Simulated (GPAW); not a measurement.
**SnF4 (I4/mmm): G0W0 with GPAW, start to end**

How does a plane-wave GW calculation on SnF4 (I4/mmm) run from the first input to the gap?

Main program and level: GPAW 26.7.0; LDA and many-body steps on it, plane waves.

## 1. Starting point

Symmetry: I4/mmm, No. 139, tetragonal system. Conventional cell: a = 4.050 Å, b = 4.050 Å, c = 7.930 Å, α = 90.00°, β = 90.00°, γ = 90.00°. Sn has 6 F at 1.88 to 2.03 Å nearest. Nearest to F lie 1 Sn at 1.88 Å. F has 2 Sn at 2.03 Å nearest. Farther neighbours, and contacts between anions beyond the nearest, are not listed.

The cell and positions come from the Crystallography Open Database and are kept as given unless a step says otherwise.

## 2. Ground state

This step: GPAW 26.7.0; DFT, LDA, plane waves, PAW.

The ground-state density comes first.

run.py

```python
import json
import numpy as np
from gpaw.mpi import world
from ase import Atoms
from gpaw import GPAW, PW, FermiDirac

atoms = Atoms(['Sn', 'F', 'F', 'F', 'F'],
    cell=[[-2.0250000000, 2.0250000000, 3.9650000000],
      [2.0250000000, -2.0250000000, 3.9650000000],
      [2.0250000000, 2.0250000000, -3.9650000000]],
    scaled_positions=[[0.0000000000, 0.0000000000, 0.0000000000],
      [0.2370000000, 0.2370000000, 0.0000000000],
      [0.7630000000, 0.7630000000, 0.0000000000],
      [0.5000000000, 0.0000000000, 0.5000000000],
      [0.0000000000, 0.5000000000, 0.5000000000]],
    pbc=(True, True, True))
calc = GPAW(mode=PW(600),
    xc='LDA',
    kpts={'size': (8, 8, 8), 'gamma': True},
    occupations=FermiDirac(0.001),
    nbands=-8,
    convergence={'density': 1e-6, 'bands': -3},
    maxiter=100,
    txt='gs.txt')
atoms.calc = calc
res = {'energy': atoms.get_potential_energy()}
kpts = calc.get_ibz_k_points()
res['kpts'] = kpts
res['eigenvalues'] = [calc.get_eigenvalues(kpt=k) for k in range(len(kpts))]
res['n_electrons'] = calc.get_number_of_electrons()
calc.write('gs.gpw')

if world.rank == 0:
    with open('result.json', 'w') as f:
        json.dump(res, f, default=lambda x: x.tolist())
```

The run is started by

```
mpirun -n 4 gpaw python run.py
```

What it wrote:

```text
__  _  _
 | _ |_)|_||  |
 |__||  | ||/\| - 26.7.0

Input parameters:
  mode=PW(ecut=600.0),
  convergence={'density': 1e-06, 'bands': -3},
  kpts=MonkhorstPack(size=(8, 8, 8), gamma=True),
  maxiter=100,
  nbands=-8,
  occupations=Occupations(name='fermi-dirac', width=0.001, fixmagmom=False),
  xc=XC(name='LDA')
  [... matrices ...]
Diagonalizing LCAO Hamiltonian
Converting LCAO to pw mode

       F

       F
         F
       Sn   F

Atoms  # Å, Bohr magnetons
|   | symbol |         x |         y |        z |    initial magnetic moments |
| 0 |     Sn |  0.000000 |  0.000000 | 0.000000 | ( 0.0000,  0.0000,  0.0000) |
| 1 |      F |  0.000000 | -0.000000 | 1.879410 | ( 0.0000,  0.0000,  0.0000) |
| 2 |      F | -0.000000 |  0.000000 | 6.050590 | ( 0.0000,  0.0000,  0.0000) |
| 3 |      F |  0.000000 |  2.025000 | 0.000000 | ( 0.0000,  0.0000,  0.0000) |
| 4 |      F |  2.025000 |  0.000000 | 0.000000 | ( 0.0000,  0.0000,  0.0000) |

Unit cell  # Å
| periodic |         x |         y |         z |  lengths |     angles |
|      yes | -2.025000 |  2.025000 |  3.965000 | 4.891061 | 131.084689 |
|      yes |  2.025000 | -2.025000 |  3.965000 | 4.891061 | 131.084689 |
|      yes |  2.025000 |  2.025000 | -3.965000 | 4.891061 |  71.678560 |

Number of symmetries: 16
Symmetry operations  # r_c * U_cc + t_c -> r_c
|    | kind |            matrix            |
|  0 |  σ   |  1, 1, 1,  0, 0,-1,  0,-1, 0 |
|  1 |  C4  |  1, 1, 1,  0, 0,-1, -1, 0, 0 |
|  2 |  E   |  1, 0, 0,  0, 1, 0,  0, 0, 1 |
|  3 |  σ   |  1, 0, 0,  0, 1, 0, -1,-1,-1 |
|  4 |  σ   |  0, 1, 0,  1, 0, 0,  0, 0, 1 |
|  5 |  C2  |  0, 1, 0,  1, 0, 0, -1,-1,-1 |
|  6 |  C2  |  0, 0, 1, -1,-1,-1,  1, 0, 0 |
|  7 |  S4  |  0, 0, 1, -1,-1,-1,  0, 1, 0 |
|  8 |  C4  |  0, 0,-1,  1, 1, 1,  0,-1, 0 |
|  9 |  σ   |  0, 0,-1,  1, 1, 1, -1, 0, 0 |
| 10 |  σ   |  0,-1, 0, -1, 0, 0,  1, 1, 1 |
| 11 |  C2  |  0,-1, 0, -1, 0, 0,  0, 0,-1 |
| 12 |  C2  | -1, 0, 0,  0,-1, 0,  1, 1, 1 |
| 13 |  i   | -1, 0, 0,  0,-1, 0,  0, 0,-1 |
| 14 |  S4  | -1,-1,-1,  0, 0, 1,  1, 0, 0 |
| 15 |  C2  | -1,-1,-1,  0, 0, 1,  0, 1, 0 |

BZ-sampling:
  Number of BZ points: 512
  Number of IBZ points: 59

  Monkhorst-Pack size: [8, 8, 8]
  Monkhorst-Pack shift: [0.0625, 0.0625, 0.0625]

K-points  # in reciprocal-cell coordinates
|     |                                coordinates |     weight |
|   0 | (  0.00000000,   0.00000000,   0.00000000) | 0.00195312 |
|   1 | (  0.12500000,  -0.12500000,   0.00000000) | 0.00781250 |
|   2 | (  0.12500000,  -0.12500000,   0.12500000) | 0.00781250 |
|   3 | (  0.12500000,   0.00000000,   0.00000000) | 0.01562500 |
|   4 | (  0.12500000,   0.12500000,  -0.12500000) | 0.00390625 |
|   5 | (  0.25000000,  -0.25000000,   0.00000000) | 0.00781250 |
|   6 | (  0.25000000,  -0.25000000,   0.12500000) | 0.01562500 |
|   7 | (  0.25000000,  -0.25000000,   0.25000000) | 0.00781250 |
|   8 | (  0.25000000,  -0.12500000,   0.00000000) | 0.03125000 |
|   9 | (  0.25000000,  -0.12500000,   0.12500000) | 0.01562500 |
| ... |                                            |            |
|  58 | (  0.50000000,   0.50000000,   0.50000000) | 0.00195312 |

Plane wave coefficients: 2196
Cutoff: 600.0 eV

Spin-components: 1 (collinear spins)
Bands:           29
Projectors:      26
Spin-degeneracy: 2
Datatype:        complex128

  Storage: CPU
  Wave functions: 58_776_272 bytes (14_694_068 per core)
  Projectors: 50_669_200 bytes (12_667_300 per core)
  [... matrices ...]
Parallelization:
  kpt:    4
  domain: 1
  band:   1

Density:
  Valence electrons: 42.0
  Components: 1
  Grid points: [28 28 28]
  Charge: 0.0  # |e|

Potential:
  Grid points: [28 28 28]

species:
  Sn:
    name:    Tin
    Z:       50.0
    valence: 14
    core:    36
    charge:  0.0  # [|e|]
    compensation charges:
      type: gauss
      rc: 0.38  # [Å]
      lmax: 2
    cutoffs:
      filter: 2.23  # [Å]
      core: 2.35  # [Å]
    projectors
    | kind |    occ | energy [eV] | rcut [Å] |
    |   5s |  2.000 |     -10.799 |    1.201 |
    |   5p |  2.000 |      -3.869 |    1.270 |
    |   4d | 10.000 |     -25.910 |    1.185 |
    |    s |        |      16.413 |    1.201 |
    |    p |        |      23.342 |    1.270 |
    |    d |        |       1.302 |    1.185 |

    Using partial waves for Sn as LCAO basis

  F:
    name:    Fluorine
    Z:       9.0
    valence: 7
    core:    2
    charge:  0.0  # [|e|]
    compensation charges:
      type: gauss
      rc: 0.20  # [Å]
      lmax: 2
    cutoffs:
      filter: 1.14  # [Å]
      core: 0.74  # [Å]
    projectors
    | kind |    occ | energy [eV] | rcut [Å] |
    |   2s |  2.000 |     -29.647 |    0.635 |
    |   2p |  5.000 |     -11.293 |    0.635 |
    |    s |        |      -2.435 |    0.635 |
    |    p |        |      15.918 |    0.635 |
    |    d |        |       0.000 |    0.635 |

    Using partial waves for F as LCAO basis

Reference energy: -178661.421980  # eV

eigensolver:
  PPCG
  Converge bands: -3
  niter=2

density mixing:
  MSR1-Mixer
  Pratt-step length: 0.05
  Maximum mixing coefficient: 0.75
  Old densities: 10
  SVD Regularization: 0.005
  Good broyden scale: 1.0
  Trust region scale: 1.0
  Backstep threshold: 4.0
  History deletion threshold: 6.0
  Fourier metric: weight=20.0, sigma=0.015

occupation numbers:
  Fermi-Dirac:
    width: 0.0010  # eV

poisson solver:
  ecut: 4800.0  # eV

xc functional:
  name: None

Initialization done in: 1.407 s

convergence criteria:
- Maximum integral of absolute [dens]ity change: 1e-06 electrons / valence electron
- Maximum [total energy] change in last 3 cyles: 0.0005 eV / valence electron
- Maximum integral of absolute [eigenst]ate change: 4e-08 eV^2 / valence electron
maximum number of iterations: 100

SCF iterations
|iter     |     time |      energy | eigst |  dens |
|iter:   1|  |  -28.515375 | +1.33 |       |
|iter:   2|  |  -27.878556 | -0.09 | -1.05 |
|iter:   3|  |  -25.887975 | -0.43 | -1.10 |
|iter:   4|  |  -25.839850 | -2.34 | -1.60 |
|iter:   5|  |  -25.832313 | -2.85 | -1.94 |
|iter:   6|  |  -25.830220c| -3.39 | -2.50 |
|iter:   7|  |  -25.830175c| -4.83 | -3.06 |
|iter:   8|  |  -25.830177c| -6.29 | -3.73 |
|iter:   9|  |  -25.830177c| -7.36 | -4.31 |
|iter:  10|  |  -25.830177c| -7.73c| -5.13 |
|iter:  11|  |  -25.830177c| -8.47c| -6.10c|

Converged in 11 steps
SCF loop duration: 16.892 s (1.536 s/step)
Energy contributions relative to reference atoms: (reference = -178661.421980)
  [... matrices ...]
Energy contributions:
  Kinetic:          44.220861
  Coulomb:         -40.360823
  Zero:              0.245532
  External:          0.000000
  Xc:              -29.935747
  Entropy:          -0.000000
  Spinorbit:         0.000000
  ----------------------------
  Free energy:     -25.830177
  Extrapolated:    -25.830177

dipole moment: (-18.718166, -18.718166, -12.956443)  # |e|*Ang

Fermi level: 0.536
Eigenvalues  # (at kpt = [0.000, 0.000, 0.000])
| band index |      eig [eV] | occ [0-2] |
|          0 |       -22.108 |     2.000 |
|        ... |               |           |
|         13 |        -2.183 |     2.000 |
|         14 |        -2.183 |     2.000 |
|         15 |        -2.133 |     2.000 |
|         16 |        -1.315 |     2.000 |
|         17 |        -1.315 |     2.000 |
|         18 |        -1.312 |     2.000 |
|         19 |        -0.311 |     2.000 |
|         20 |        -0.311 |     2.000 |
|         21 |         3.261 |     0.000 |
|         22 |        11.279 |     0.000 |
|         23 |        12.474 |     0.000 |
|         24 |        12.474 |     0.000 |
|         25 |        13.802 |     0.000 |
|         26 |        14.612 |     0.000 |
|         27 |        15.720 |     0.000 |
|         28 |        15.915 |     0.000 |

Gap: 3.323 eV
Transition (v -> c):
  (s=0, k=54, n=20, [0.50, 0.50, 0.00]) -> (s=0, k=0, n=21, [0.00, 0.00, 0.00])
Direct/indirect transitions are different
Direct gap: 3.571 eV
Transition at: (s=0, k=0, n=20, [0.00, 0.00, 0.00])
# Writing to gs.gpw (mode='')
  [... matrices ...]
```

Run time: 20 s. Hardware: 4 MPI ranks of Arm Neoverse V2, shared host; peak memory 0.82 GiB; 79 s of CPU time.

Read from the output:

* total energy: -25.83 eV
* gap: 3.323 eV
* k of the valence top: 0.5, 0.5, 0
* k of the conduction bottom: 0, 0, 0
* least direct gap: 3.571 eV

The gap is indirect, with the least direct gap 0.25 eV higher.

## 3. Empty states on the mesh, 4×4×4 mesh, 87 bands

The sums over transitions need many empty states on a uniform mesh; this step solves for them.

run.py

```python
import json
import numpy as np
from gpaw.mpi import world
from gpaw import GPAW

calc = GPAW('gs.gpw').fixed_density(kpts={'size': (4, 4, 4), 'gamma': True},
    nbands=101,
    convergence={'bands': 87},
    txt='nscf.txt')
calc.write('full.gpw', mode='all')
res = {}
kpts = calc.get_ibz_k_points()
res['kpts'] = kpts
res['eigenvalues'] = [calc.get_eigenvalues(kpt=k) for k in range(len(kpts))]
res['n_electrons'] = calc.get_number_of_electrons()

if world.rank == 0:
    with open('result.json', 'w') as f:
        json.dump(res, f, default=lambda x: x.tolist())
```

The run is started by

```
mpirun -n 4 gpaw python run.py
```

What it wrote:

```text
Diagonalizing LCAO Hamiltonian
Converting LCAO to pw mode
convergence criteria:
- Maximum integral of absolute [eigenst]ate change: 4e-08 eV^2 / valence electron
maximum number of iterations: 100

SCF iterations
|iter     |     time |      energy | eigst |  dens |
|iter:   1|  |             | +3.85 |       |
|iter:   2|  |             | +2.60 |       |
|iter:   3|  |             | +1.51 |       |
[...]
|iter:  11|  |             | -6.56 |       |
|iter:  12|  |             | -7.24 |       |
|iter:  13|  |             | -7.77c|       |
SCF steps: 13
  __  _  _
 | _ |_)|_||  |
 |__||  | ||/\| - 26.7.0

Input parameters:
  mode=PW(ecut=600.0),
  convergence={'bands': 87},
  gpts=array([28, 28, 28]),
  kpts=MonkhorstPack(size=(4, 4, 4), gamma=True),
  maxiter=100,
  nbands=101,
  occupations=Occupations(name='fermi-dirac', width=0.001, fixmagmom=False),
  parallel={},
  xc=XC(name='LDA')
# Writing to full.gpw (mode='all')
  [... matrices ...]

timing:  # [seconds]
  Total: 0.040  # ━━━━━━━━━━━━━━━━━━━━━━━━━━━━━━━━━━━━━━━━━━━━━━━━━━━━━━━━━━━
```

Run time: 23 s. Hardware: 4 MPI ranks; peak memory 0.86 GiB; 90 s of CPU time.

Read from the output:

```
gap                                                           : 3.323 eV
k of the valence top                                          : 0.5, 0.5, 0
k of the conduction bottom                                    : 0, 0, 0
least direct gap                                              : 3.571 eV
k points computed                                             : 13
lowest point of the top converged band, above the valence top : 54.3788 eV
```

On this mesh the gap is 3.323 eV.

## 4. Screening and self-energy, 4×4×4 mesh, 77 bands, screening to 65 eV

G0W0 replaces the xc potential by the self-energy, built once from these orbitals. Only a window of levels is corrected, while the sums run over the empty bands that the input names.

This step: G0W0 on LDA, plane waves, PAW.

run.py

```python
import json
import numpy as np
from gpaw.mpi import world
from gpaw.response.g0w0 import G0W0

gw = G0W0('full.gpw',
    filename='gw',
    kpts=[0, 10],
    bands=(19, 23),
    ecut=65,
    nbands=77,
    integrate_gamma='WS',
    ppa=True)
gw.calculate()
res = {mode: {k: v for k, v in r.items() if k != 'sigma_eskwn'}
       for mode, r in gw.all_results.items()}

if world.rank == 0:
    with open('result.json', 'w') as f:
        json.dump(res, f, default=lambda x: x.tolist())
```

The run is started by

```
mpirun -n 4 gpaw python run.py
```

What it wrote:

```text
Using integrator: PointIntegrator
FrequencyGridDescriptor(from 0.000+0.000j to 0.000+27.211j eV, 2 points)
Nonperiodic BCs:  [False False False]
Using integrator: PointIntegrator
FrequencyGridDescriptor(from 0.000+0.000j to 0.000+27.211j eV, 2 points)
Nonperiodic BCs:  [False False False]
  ___  _ _ _
 |   || | | |
 | | || | | |
 |__ ||_____|
 |___|

BZ k-points: Symmetries present (total): 16

  [... matrices ...]
64 k-points: 4 x 4 x 4 Monkhorst-Pack grid + [1/8,1/8,1/8]
13 k-points in the irreducible part of the Brillouin zone
       k-points in crystal coordinates                weights
   0:     0.00000000    0.00000000    0.00000000          1/64
   1:     0.25000000   -0.25000000    0.00000000          4/64
   2:     0.25000000   -0.25000000    0.25000000          4/64
   3:     0.25000000    0.00000000    0.00000000          8/64
   4:     0.25000000    0.25000000   -0.25000000          2/64
   5:     0.25000000    0.25000000    0.25000000          2/64
   6:     0.50000000    0.00000000    0.25000000          8/64
   7:     0.50000000    0.00000000    0.50000000          4/64
   8:     0.50000000    0.25000000    0.25000000         16/64
   9:     0.50000000    0.25000000    0.50000000          8/64
          ...
  12:     0.50000000    0.50000000    0.50000000          1/64

Distributing spins, k-points and bands (1 x 2 x 4) over 4 processes
Number of blocks: 1

Quasi particle states:
k-points (IBZ indices): [0, 10]
Band range: (19, 23)
  [... matrices ...]
Computational parameters:
Plane wave cut-off: 65 eV
Number of bands: 77
Coulomb cutoff: None
Broadening: 0.1 eV

fxc modes: GW
Kernel: RPA
Using Godby-Needs plasmon-pole approximation:
  Fitting energy: i*E0, E0 = 1.000 Hartree
Summing all q:

Calculating screened Coulomb potential
No Coulomb truncation
FrequencyGridDescriptor(from 0.000+0.000j to 0.000+27.211j eV, 2 points)
Removing empty qpoint cache files...

Calculating chi0 body with:
    Ground state adapter containing:
    Number of spins: 1
    Number of kpoints: 64
    Number of irreducible kpoints: 13
    Number of completely occupied states: 21
    Number of partially occupied states: 21
    Occupied states memory: 7.0341796875 M / cpu

    Linear response parametrization:
    q_c: [0.0, 0.0, 0.0]
    Number of frequency points: 2
    Planewave cutoff: 65.0
    Number of bands: 77
    Number of planewaves: 69
    Broadening (eta): 1e-06
    comm.size: 4
    kncomm.size: 4
    blockcomm.size: 1

    Memory estimate of potentially large arrays:
        chi0_wGG: 0.145294 M / cpu
Integrating chi0 body.

Symmetries of q_c:
    Direct symmetries (Uq -> q): 16
    Indirect symmetries (TUq -> q): 0
In total 16 allowed symmetries.

  [... matrices ...]
13 groups of equivalent kpoints. 79.6875% reduction.

Integral kind: response function
Integrating chi0 head and wings.

Symmetries of q_c:
    Direct symmetries (Uq -> q): 16
    Indirect symmetries (TUq -> q): 0
In total 16 allowed symmetries.

  [... matrices ...]
13 groups of equivalent kpoints. 79.6875% reduction.

Integral kind: response function wings

Calculating chi0 body with:
    Ground state adapter containing:
    Number of spins: 1
    Number of kpoints: 64
    Number of irreducible kpoints: 13
    Number of completely occupied states: 21
    Number of partially occupied states: 21
    Occupied states memory: 7.0341796875 M / cpu

    Linear response parametrization:
[... the further q-points ...]

Results:
f:      Occupation numbers
eps:     KS-eigenvalues [eV]
vxc:     KS vxc [eV]
exx:     Exact exchange [eV]
sigma:   Self-energies [eV]
dsigma:  Self-energy derivatives
Z:       Renormalization factors
qp:      QP-energies [eV]

k-point 0 (0): (0.000, 0.000, 0.000)                GW
band       f     eps     vxc     exx   sigma  dsigma       Z      qp
                                                                   GW
  19   1.000  -0.311 -24.098 -31.856   5.583  -0.258   0.795  -2.041
  20   1.000  -0.311 -24.098 -31.856   5.583  -0.258   0.795  -2.041
  21   0.000   3.261 -19.716 -14.971  -2.052  -0.161   0.861   5.580
  22   0.000  11.279 -12.152  -6.437  -3.151  -0.139   0.878  13.530

k-point 1 (10): (0.500, 0.500, 0.000)                GW
band       f     eps     vxc     exx   sigma  dsigma       Z      qp
                                                                   GW
  19   1.000  -0.359 -23.892 -31.681   5.566  -0.258   0.795  -2.126
  20   1.000  -0.062 -24.515 -32.353   5.634  -0.257   0.796  -1.815
  21   0.000   7.696 -23.143 -16.170  -2.812  -0.175   0.851  11.239
  22   0.000   8.519 -15.246  -9.076  -3.297  -0.149   0.870  11.019
```

The job ended after 46 s (4 MPI ranks; peak memory 1.4 GiB; 3.1 min of CPU time).

Numbers from this step:

| Quantity | Value |
| --- | --- |
| G0W0 gap on the mesh | 7.396 eV |
| least direct G0W0 gap on the computed points | 7.621 eV |
| Z at the valence top | 0.7958 |
| Z at the conduction bottom | 0.8614 |
| starting gap on the mesh | 3.323 eV |
| k of the valence top | 0.5, 0.5, 0 |
| k of the conduction bottom | 0, 0, 0 |

The gap on the mesh goes from 3.32 eV to 7.40 eV, a correction of +4.07 eV.

Limits: finite bands, cutoff and mesh; no spin-orbit coupling. v1 is the top filled band, c1 the lowest empty one. Levels before and after the correction, in eV, zero at the valence-band top of each column:

```csv
,conduction bottom,valence top
Kohn-Sham,3.32,0.00
G0W0,7.40,0.00
```

```csv
,level,energy (eV)
Kohn-Sham,Γ v2-v1,-0.248
Kohn-Sham,Γ c1,3.323
Kohn-Sham,Γ c2,11.341
Kohn-Sham,(0.5 0.5 0) v2,-0.296
Kohn-Sham,(0.5 0.5 0) v1,0.000
Kohn-Sham,(0.5 0.5 0) c1,7.758
Kohn-Sham,(0.5 0.5 0) c2,8.581
G0W0,Γ v2-v1,-0.225
G0W0,Γ c1,7.396
G0W0,Γ c2,15.346
G0W0,(0.5 0.5 0) v2,-0.310
G0W0,(0.5 0.5 0) v1,0.000
G0W0,(0.5 0.5 0) c1,13.054
G0W0,(0.5 0.5 0) c2,12.835
```

## 5. Where the time went

Times are wall times on 4 MPI ranks of Arm Neoverse V2, shared host, good to a factor of about two.

```csv
step,time,share,memory (GiB)
ground state,20 s,22 %,0.82
empty states on the mesh,23 s,25 %,0.86
screening and self-energy,46 s,52 %,1.4
```

## 6. What came out

```json
{
  "LDA gap": "3.32 eV, indirect",
  "G0W0 gap on the mesh": "7.40 eV",
  "GW settings": "4×4×4 mesh, 77 bands, screening to 65 eV, Godby-Needs plasmon pole",
  "known limits": "short of the basis limit; no spin-orbit coupling"
}
```

In words: G0W0 moves the gap on the mesh from 3.32 eV to 7.40 eV (+4.07 eV), with Z of 0.80 and 0.86 at the edges. The dearest step here is «screening and self-energy». Bands and cutoff are finite, so the gap stands short of the basis limit, usually by up to a few tenths of an eV; the mesh is an error of its own. The many-body steps are scalar-relativistic: spin-orbit coupling is not in them.

[Long decimals in the printed logs are rounded to 6 places.]

[Logs are printed without paths, hosts, clocks, repeated set-up lines and the standing remarks that a program may print on its own settings, such as how far it seeks lower states.]

[Paths, hosts, dates, memory and timing lines, banners, echoed tables and standing remarks are left out of the program output; an Ansatz launch command may be rebuilt from the run's recorded settings. Measured values are a selection of at most five: reports struck by readers or far from the other reports are left out. None is set beside runs whose start may be inverted or whose files or cutoffs have a known fault.]

[Runs of the session that timed out or met a known fault of the program may be left out.]

[Hosts, paths, dates, database ids (printed as entryN), source tags and the programs' standing remarks are cut or masked in the printed files.]

[Where the starting crystal was built by hand or by swapping elements, it need not be the compound's stable phase.]
